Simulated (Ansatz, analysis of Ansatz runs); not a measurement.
## V_K centre (self-trapped hole) in LiF: local vibrational mode against experiment

Aim: the local vibrational mode of the V_K centre (self-trapped hole) in LiF, to be set beside the measurement. Set-up: PBE, 32-site cell, PBE lattice, 420 eV, k: the single point 1/4 1/4 1/4, SCF cut short. The model is a cell of 32 host atoms. The frequencies come from force constants among the defect atom and its neighbours, with the masses of the isotopes named.

**The experiment.** Stretch of the F2- molecule: 437 cm⁻¹, by Raman (inelastic light scattering) (quoted in “Dependence of polaron migration barriers on the fraction of Fock exchange in hybrid functionals: A systematic study of Vk centers in alkali halides”, 2023, A. S. Tygesen, J. H. Chang, J. M. García-Lastra, quoting earlier work (1978)).

Program: Ansatz 0.2.0. Level of theory: plane-wave PAW DFT, PBE; relaxation of all atoms of a defect supercell. Results are calculated unless marked as measured.

## 1. Starting point

The cell holds 32 atoms: 16 Li and 16 F. Cell: a = 7.044 Å, b = 7.044 Å, c = 7.044 Å, α = 109.5°, β = 109.5°, γ = 109.5°. It derives from LiF (space group Fm-3m). Nearest the centre at fractional (0.250, 0.375, 0.375): F18 at 0.99 Å, F27 at 0.99 Å, Li7 at 1.44 Å, Li6 at 1.44 Å, F23 at 2.49 Å, F22 at 2.49 Å, Li3 at 2.49 Å, Li10 at 2.49 Å. The cell carries charge +1.

The host's primitive cell comes from a first run (plane-wave PAW DFT, PBE; relaxation of the host's cell and atoms): vectors of 2.876, 2.876 and 2.876 Å. That is 8.41 Å³ an atom, 2.9 % over the diffraction cell's volume. The supercell is built on it.

## 2. Relaxation, charge +1

Every later number rests on the structure around the defect, so the atoms are relaxed at the host's lattice first.

File relax/input.yaml:

```yaml
relax:
  f_tol: 0.01
  max_steps: 80
  random_displacement: { amplitude: 0.02, seed: 888 }
crystal:
  lattice:
    - [-4.06712876, 4.06712876, 4.06712876]
    - [4.06712876, -4.06712876, 4.06712876]
    - [4.06712876, 4.06712876, -4.06712876]
  atoms:
    - { symbol: Li, position: [0.0, 0.0, 0.0] }
    - { symbol: Li, position: [0.0, 0.25, 0.75] }
    - { symbol: Li, position: [0.0, 0.5, 0.5] }
    - { symbol: Li, position: [0.0, 0.75, 0.25] }
    - { symbol: Li, position: [0.25, 0.0, 0.75] }
    - { symbol: Li, position: [0.25, 0.25, 0.5] }
    - { symbol: Li, position: [0.25, 0.5, 0.25] }
    - { symbol: Li, position: [0.25, 0.75, 0.0] }
    - { symbol: Li, position: [0.5, 0.0, 0.5] }
    - { symbol: Li, position: [0.5, 0.25, 0.25] }
    - { symbol: Li, position: [0.5, 0.5, 0.0] }
    - { symbol: Li, position: [0.5, 0.75, 0.75] }
    - { symbol: Li, position: [0.75, 0.0, 0.25] }
    - { symbol: Li, position: [0.75, 0.25, 0.0] }
    - { symbol: Li, position: [0.75, 0.5, 0.75] }
    - { symbol: Li, position: [0.75, 0.75, 0.5] }
    - { symbol: F, position: [0.0, 0.0, 0.5] }
    - { symbol: F, position: [0.078089487, 0.289044744, 0.289044744] }
    - { symbol: F, position: [0.0, 0.5, 0.0] }
    - { symbol: F, position: [0.0, 0.75, 0.75] }
    - { symbol: F, position: [0.25, 0.0, 0.25] }
    - { symbol: F, position: [0.25, 0.25, 0.0] }
    - { symbol: F, position: [0.25, 0.5, 0.75] }
    - { symbol: F, position: [0.25, 0.75, 0.5] }
    - { symbol: F, position: [0.5, 0.0, 0.0] }
    - { symbol: F, position: [0.5, 0.25, 0.75] }
    - { symbol: F, position: [0.421910513, 0.460955256, 0.460955256] }
    - { symbol: F, position: [0.5, 0.75, 0.25] }
    - { symbol: F, position: [0.75, 0.0, 0.75] }
    - { symbol: F, position: [0.75, 0.25, 0.5] }
    - { symbol: F, position: [0.75, 0.5, 0.25] }
    - { symbol: F, position: [0.75, 0.75, 0.0] }
total_charge: 1
basis:
  ecutwfc: 420
  xc_grid: 2
hamiltonian:
  xc: pbe
kpoints:
  mp_grid: { grid: [1, 1, 1], shift: [0.25, 0.25, 0.25] }
magnetization:
  spin_polarized: true
  initial_magnetization: 1
  spin_locking: { lock_magnetization: hard }
scf:
  occupations: { method: fermi_dirac, width: 0.01 }
  max_iter: 4
output:
  forces: true
checkpoint:
  write: "../relax.run"
  compress: false
  write_wavefunctions: true
  write_every: 100000
```

On the command line:

```
$ ansatz run input.yaml --threads 2 --pin off --max-ram 3768MiB --backend cpu --events-out ev --progress --plain --runs-dir out
```

Numbers of over 12 decimals in the logs are rounded to 6 here.

The log of the run:

```text
[... repeated set-up lines and file paths are left out, and long positions are rounded to six places ...]
Engine: ansatz 0.2.0, aarch64-unknown-linux-gnu
Pseudopotentials: kind: paw
Pseudopotential: Li, paw, valence charge 3, recommended cutoff 420 eV (normal), Li.paw.azcp
Pseudopotential: F, paw, valence charge 7, recommended cutoff 420 eV (normal), F.paw.azcp
Functional definition: PBE
  parameter kappa = 0.804
  parameter beta = 0.066725
  exchange = pbe_x(kappa = kappa, mu = beta*pi^2/3)
  correlation = pbe_c(beta = beta)
Crystal: 32 atoms, lattice volume = 269.106 Å³
Basis set: ecut = 420 eV, 5281 PW (Γ), exchange–correlation on 96×96×96 points (8 copies of the dense FFT grid, shifted against one another)
Bands: 112, of which v1, the nominal top of the filled ones, is band 80 counted from 1 (79 counted from 0)
Symmetry: 1 space group operations
k-points: 1
Non-local potential: Li, projectors of the file, l = 0: 3, l = 1: 2, l = 2: 1
Non-local potential: F, projectors of the file, l = 0: 2, l = 1: 2, l = 2: 1
PAW form: soft (Blöchl's): semilocal exchange-correlation on the pseudo side does not see the compensation charge
PAW one-centre angular grid: Li, 110 points (default); XC on 64 Gauss nodes
PAW one-centre angular grid: F, 110 points (default); XC on 64 Gauss nodes
Initial density: superposition of atomic densities (chi_scale 0.1, normalization cell, long waves kept (reshape's long-wave potential 0.11 eV rms))
Starting moments: Σ|m| = 1 μB on 32 of 32 sites
Initial wavefunctions: pseudopotential atomic-orbital guess
Functional: x = pbe(κ = 0.804, μ = 0.219515), c = pbe(β = 0.066725)
SCF iter   1: F=—  HF=-16258.381645 eV  |F-HF|=—  |Δ(HF+E_count)|=         —  Δρ=4.87e-2 (↑2.68e-2 ↓4.87e-2)  dr2=7.87e0  dr2_m=1.01e0  M=1.000 μB ∫|m|=1.035 μB  β_m=0.30  ethr=3.10e-3  ⟨swp⟩=6.0  Hψ=966  notcnv=0  defer=32
preconditioner: auto → Resta (q_TF=auto, 2.499 Å⁻¹)  ε∞=2.8  [insulator: Δε(μ)=0.929 eV  Ē_g=19.053 eV  σ=0.010 eV  W_gap=1.00  n_scr=78 (ndim 8)  ℏωp=25.5 eV  f_vac=0.000  D(μ)=0.00/eV (n_scr^D=0)  ε∞_Penn≈2.8]
spin=Collinear: Resta preconditioning applied to the charge; magnetization (m = ρ↑ − ρ↓) channel mixes plain (no charge-response kernel on spin).
SCF iter   2: F=—  HF=-16258.069245 eV  |F-HF|=—  |Δ(HF+E_count)|=   3.12e-1  Δρ=2.59e-2 (↑2.17e-2 ↓2.59e-2)  dr2=3.04e0  dr2_m=1.57e-1  M=1.000 μB ∫|m|=1.018 μB  β_m=0.45  ethr=3.10e-3  ⟨swp⟩=1.0  Hψ=592  notcnv=0
SCF iter   3: F=—  HF=-16258.263891 eV  |F-HF|=—  |Δ(HF+E_count)|=   1.95e-1  Δρ=2.52e-2 (↑1.04e-2 ↓2.52e-2)  dr2=2.23e0  dr2_m=3.09e-1  M=1.000 μB ∫|m|=1.056 μB  β_m=0.47  ethr=1.91e-3  ⟨swp⟩=1.0  Hψ=520  notcnv=0
SCF iter   4: F=—  HF=-16258.266833 eV  |F-HF|=—  |Δ(HF+E_count)|=   2.94e-3  Δρ=3.29e-2 (↑2.08e-3 ↓3.29e-2)  dr2=2.79e0  dr2_m=6.66e-1  M=1.000 μB ∫|m|=1.135 μB  β_m=0.61  ethr=1.40e-3  ⟨swp⟩=1.0  Hψ=592  notcnv=0
Error: did not converge after 4 iterations: dr2 = 2.79e0 (threshold 2.50e-6), under the density mixer `msr1`, which `scf.mixing.algorithm: auto` chose by the deck's other keys (type `scf.mixing.algorithm: msr1` to keep it); [...]
```

Wall time 5.8 s (2 threads of Arm Neoverse N1, shared host); peak memory 0.54 GiB.

Residual by cycle:

cycle, log10 residual and a bar from the least value:
```
        1        0.9 ##############################
        2        0.5 #######
        3        0.3 
        4        0.4 #####
```

No converged result was reached; the numbers in the log don't describe the system.

After 4 cycles the residual stands at 2.8. The cap of 4 cycles in the input ended the loop.

The program's message: “Error: did not converge after 4 iterations: dr2 = 2.79e0 (threshold 2.50e-6), under the density mixer `msr1`, which `scf.mixing.algorithm: auto` chose by the deck's other keys (type `scf.mixing.algori …”

## 3. Outcome

The local vibrational mode was not obtained, because the step “relaxation, charge +1” did not converge; the cause lies in the set-up: too few SCF iterations.

[Logs are printed without paths, hosts, clocks, repeated set-up lines and the standing remarks that a program may print on its own settings, such as how far it seeks lower states.]

[Hosts, paths, dates, database ids (printed as entryN), source tags and the programs' standing remarks are cut or masked in the printed files.]

[For some hosts the program warned that the k-mesh of the response run may be too coarse for force constants and the static dielectric constant; such warnings are not shown here.]
